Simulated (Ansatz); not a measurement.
# GaAs (F-43m): thermal expansion from first principles, part 4 of 4

Wanted: α(T), C_P(T) and B(T) of GaAs in the quasi-harmonic approximation.

What experiment has found for this phase:
- volume expansion coefficient 16.2 1e-6/K, heat capacity C_P per formula unit 46.8 J/mol/K and bulk modulus 74.8 GPa near room temperature (given in “High-Throughput Prediction of Finite-Temperature Properties using the Quasi-Harmonic Approximation”, 2016, arXiv:1603.06924)

Ansatz 0.2.0; DFT LDA, scalar-relativistic, plane waves, PAW (the session's first sound run).

So far, principal linear expansion coefficients at 298 K (× 1e-6/K): step 5 (phonons on strained cells, q-mesh 2×2×2) 4.78; step 6 (q-mesh 4×4×4) 6.23. Also isothermal bulk modulus at 298 K (GPa): step 5 71.0; step 6 71.2.

## 8. The quasi-harmonic study, q-mesh 4×4×4 (run 2)

Level of this step: DFT PBE, scalar-relativistic, plane waves, PAW (Ansatz).

Thermal expansion follows from how the free energy of the vibrations (and of the electrons in a metal) changes with strain, so the program makes strained cells, their phonons and a fit in one run.

The input, input.yaml:

```yaml
crystal:
  lattice:
    - [0.0, 2.8726066961, 2.8726066961]
    - [2.8726066961, 0.0, 2.8726066961]
    - [2.8726066961, 2.8726066961, 0.0]
  atoms:
    - { symbol: Ga, position: [0.0, 0.0, 0.0] }
    - { symbol: As, position: [0.25, 0.25, 0.25] }
kpoints:
  mp_grid: { grid: [12, 12, 12] }
hamiltonian:
  xc: pbe
scf:
  occupations: { method: fixed }
  lower_state_search: "off"
output:
  eigenvalues: true
phonons:
  method: dfpt
  qmesh: [4, 4, 4]
  temperatures: { t_max: 800.0, t_step: 50 }
  thermal_expansion: {}
```

Started as:

```sh
ansatz run input.yaml --threads 8 --pin off --max-ram 16384MiB --backend cpu --events-out ev --progress --plain --runs-dir out
```

Numbers of over 12 decimals in the logs are rounded to 6 here.

Output:

```text
Warning: phonons: the dynamical matrix that this run interpolates holds no multipole term above the dipole-dipole one, and a site of this crystal is no centre of inversion, so its interpolated transverse optical and acoustic branches and sound speeds can stay off near Gamma, and the density of states and the thermodynamics with them. What a run solves at a wave vector of phonons.qpoints, Gamma apart, where the deck admits one, is free of this, and under fd what a larger phonons.supercell samples
The last accepted step is kept in <dir> (removed where the run ends without a failure and the disk answers)
Engine: ansatz 0.2.0, aarch64-unknown-linux-gnu
Pseudopotentials: kind: paw
Pseudopotential: Ga, paw, valence charge 13, recommended cutoff 420 eV (normal), Ga.paw.azcp
Pseudopotential: As, paw, valence charge 15, recommended cutoff 420 eV (normal), As.paw.azcp
Functional definition: PBE
  parameter kappa = 0.804
  parameter beta = 0.066725
  exchange = pbe_x(kappa = kappa, mu = beta*pi^2/3)
  correlation = pbe_c(beta = beta)
Crystal: 2 atoms, lattice volume = 47.409 Å³
Basis set: ecut = 487.2 eV, 1139 PW (Γ), exchange–correlation on 60×60×60 points (8 copies of the dense FFT grid, shifted against one another)
Bands: 18, of which v1, the nominal top of the filled ones, is band 14 counted from 1 (13 counted from 0)
Symmetry: 24 space group operations
Space group: F-43m (ITA 216), of the structure as read, at distance tolerance 3.6e-5 Å
k-points: 72 of 1728 (time reversal used)
Non-local potential: Ga, projectors of the file, l = 0: 2, l = 1: 2, l = 2: 3, l = 3: 1
Non-local potential: As, projectors of the file, l = 0: 2, l = 1: 2, l = 2: 3, l = 3: 1
PAW form: soft (Blöchl's): semilocal exchange-correlation on the pseudo side does not see the compensation charge
PAW one-centre angular grid: Ga, 590 points (default); XC on 64 Gauss nodes
PAW one-centre angular grid: As, 590 points (default); XC on 64 Gauss nodes
Initial density: superposition of atomic densities (neutral atoms: chi_scale 0, normalization atom), corrected by the library's trained network
Initial wavefunctions: pseudopotential atomic-orbital guess
Functional: x = pbe(κ = 0.804, μ = 0.219515), c = pbe(β = 0.066725)
SCF iter   1: F=—  HF=-8639.863631 eV  |F-HF|=—  |Δ(HF+E_count)|=         —  Δρ=1.94e-3  dr2=3.13e-3  ethr=1.77e-3  ⟨swp⟩=4.6  Hψ=5414  notcnv=0  defer=128
preconditioner: auto → none  [insulator: Δε(μ)=0.151 eV  Ē_g=15.262 eV  n_scr=14 (ndim 8)  ℏωp=22.9 eV  f_vac=0.106  ε∞_Penn≈3.2]
SCF iter   2: F=—  HF=-8639.862440 eV  |F-HF|=—  |Δ(HF+E_count)|=   1.19e-3  Δρ=7.42e-4  dr2=3.19e-4  ethr=1.12e-5  ⟨swp⟩=2.0  Hψ=2669  notcnv=0  defer=137
[...]
thermal expansion: electrons of cell 7
thermal expansion: electrons of cell 8
WARN: thermal expansion, electrons of cell 8: a fill by count may have filled part of one level: at k-index 0 the highest filled band, 7.165480 eV, and the lowest empty band, 7.165480 eV, stand 5.329e-15 eV apart, within the solve's uncertainty, 1.414e-5 eV. If they are one level, whatever splits it, however little, can move the result. A smearing (`scf.occupations.method` with a `width`) well over the split that the [...]
thermal expansion: electrons of cell 9
thermal expansion: electrons of cell 10
thermal expansion: electrons of cell 11
WARN: thermal expansion, electrons of cell 11: a fill by count may have filled part of one level: at k-index 0 the highest filled band, 6.984278 eV, and the lowest empty band, 6.984278 eV, stand 3.553e-15 eV apart, within the solve's uncertainty, 1.414e-5 eV. If they are one level, whatever splits it, however little, can move the result. A smearing (`scf.occupations.method` with a `width`) well over the split that th [...]
thermal expansion: phonons of cell 6
thermal expansion: phonons of cell 7
thermal expansion: phonons of cell 8
WARN: thermal expansion, phonons of cell 8: a fill by count may have filled part of one level: at k-index 0 the highest filled band, 7.165519 eV, and the lowest empty band, 7.165519 eV, stand 0.000e0 eV apart, within the solve's uncertainty, 3.162e-6 eV. If they are one level, whatever splits it, however little, can move the result. A smearing (`scf.occupations.method` with a `width`) well over the split that the run [...]
WARN: thermal expansion: unresolved_pair_at_count in the electrons of 3 cells: 2, 8, 11
WARN: thermal expansion: unresolved_pair_at_count in the phonons of 1 cell: 8
WARN: thermal expansion: unresolved_pair_at_count in the relaxation of 3 cells: 2, 8, 11
this run last wrote the structure of step 1 to <dir>
--- Relaxed structure (1 steps of the walk, 1 accepted, 0 SCFs on fresh bases) ---
  F+E_penalty+E_count = -8639.86241663 eV   max|allowed force component| = 1.203e-16 eV/Å
  atoms:
    - { symbol: Ga, position: [0.0, 0.0, 0.0] }
    - { symbol: As, position: [0.25, 0.25, 0.25] }
--- Thermal expansion: 11 cells in 3 rounds, 0 GPa ---
  no lower state was looked for at cell 4: scf.lower_state_search: off
  not told: phonons.thermal_expansion: the phonons of cell 8: a DFPT response about bands that are each full or empty needs each spin channel's highest filled band to stand apart from its lowest empty one at every k-point that it solves. Channel 0 fills its lowest 14 bands, and at k = (0, 0, 0) (k in fractional coordinates) the highest filled band, 7.165519 eV, and the lowest empty band, 7.165519 eV, cannot be told a [...]
  unresolved_pair_at_count in the electrons of 3 cells: 2, 8, 11
  unresolved_pair_at_count in the phonons of 1 cell: 8
  unresolved_pair_at_count in the relaxation of 3 cells: 2, 8, 11
Error: phonons.thermal_expansion: the phonons of cell 8: a DFPT response about bands that are each full or empty needs each spin channel's highest filled band to stand apart from its lowest empty one at every k-point that it solves. Channel 0 fills its lowest 14 bands, and at k = (0, 0, 0) (k in fractional coordinates) the highest filled band, 7.165519 eV, and the lowest empty band, 7.165519 eV, cannot be told apart: [...]
[key lines of the parts left out:]
SCF converged after 9 iterations
Free energy (F): -8639.862417 eV
Fermi energy:    7.542360 eV
P = ⅓ Tr σ = 0.0094 GPa (0.094 kbar)
```

It took 22 min on 8 threads of Arm Neoverse V1, shared host; peak memory 4 GiB.

The run stopped after its SCF cycle had converged; no result of it is taken.

The program's message: “phonons.thermal_expansion: the phonons of cell 8: a DFPT response about bands that are each full or empty needs each spin channel's highest filled band to stand apart from its lowest empty one at ever …”

## 9. Results

| Item | Value |
| --- | --- |
| settings of these figures | LDA, 487.2 eV, k 12×12×12, q 4×4×4 |
| volume expansion coefficient at 298 K | 18.69 1e-6/K |
| C_P at 298 K | 23.29 J/mol-atom/K |
| entropy at 298 K | 32.68 J/mol-atom/K |
| isothermal bulk modulus at 298 K | 71.18 GPa |
| Grüneisen parameter at 298 K | 0.7650 |
| volume at 298 K | 22.14 Å³/atom |
| principal linear expansion coefficients at 298 K | 6.229, 6.229, 6.229 1e-6/K |

Near room temperature GaAs expands by 18.7 × 10⁻⁶/K in volume by LDA, with C_P = 23.3 J/(mol K) per mole of atoms and B_T = 71.2 GPa. C_P at room temperature is 93 % of the classical 3R an atom. A measured volume expansion coefficient near room temperature is 16.2 1e-6/K (arXiv:1603.06924); the calculated 18.7 1e-6/K differs by +15 %. A measured bulk modulus near room temperature is 74.8 GPa (arXiv:1603.06924); the calculated 71.2 GPa differs by -5 %. The table does not say whether its value is isothermal or adiabatic. A measured heat capacity per formula unit near room temperature is 46.8 J/mol/K (arXiv:1603.06924); the calculated 46.6 J/mol/K agrees within half a per cent. The expansion still moved strongly between the settings tried, so its convergence is not shown. Changing the q-mesh moves the volume expansion at 298 K between 14.3 and 18.7 × 10⁻⁶/K, while the CPU time spans a factor of 4.7. The interpolation has no quadrupole term, so branches near the zone centre are less sure, since this crystal has sites that are not centres of inversion. The PAW files were made for PBE and are used here under another functional, for which the program regenerates the frozen cores.

[Logs are printed without paths, hosts, clocks, repeated set-up lines and the standing remarks that a program may print on its own settings, such as how far it seeks lower states.]

[Hosts, paths, dates, database ids (printed as entryN), source tags and the programs' standing remarks are cut or masked in the printed files.]

[A step with changed settings may run another functional than the one named; its input shows which.]
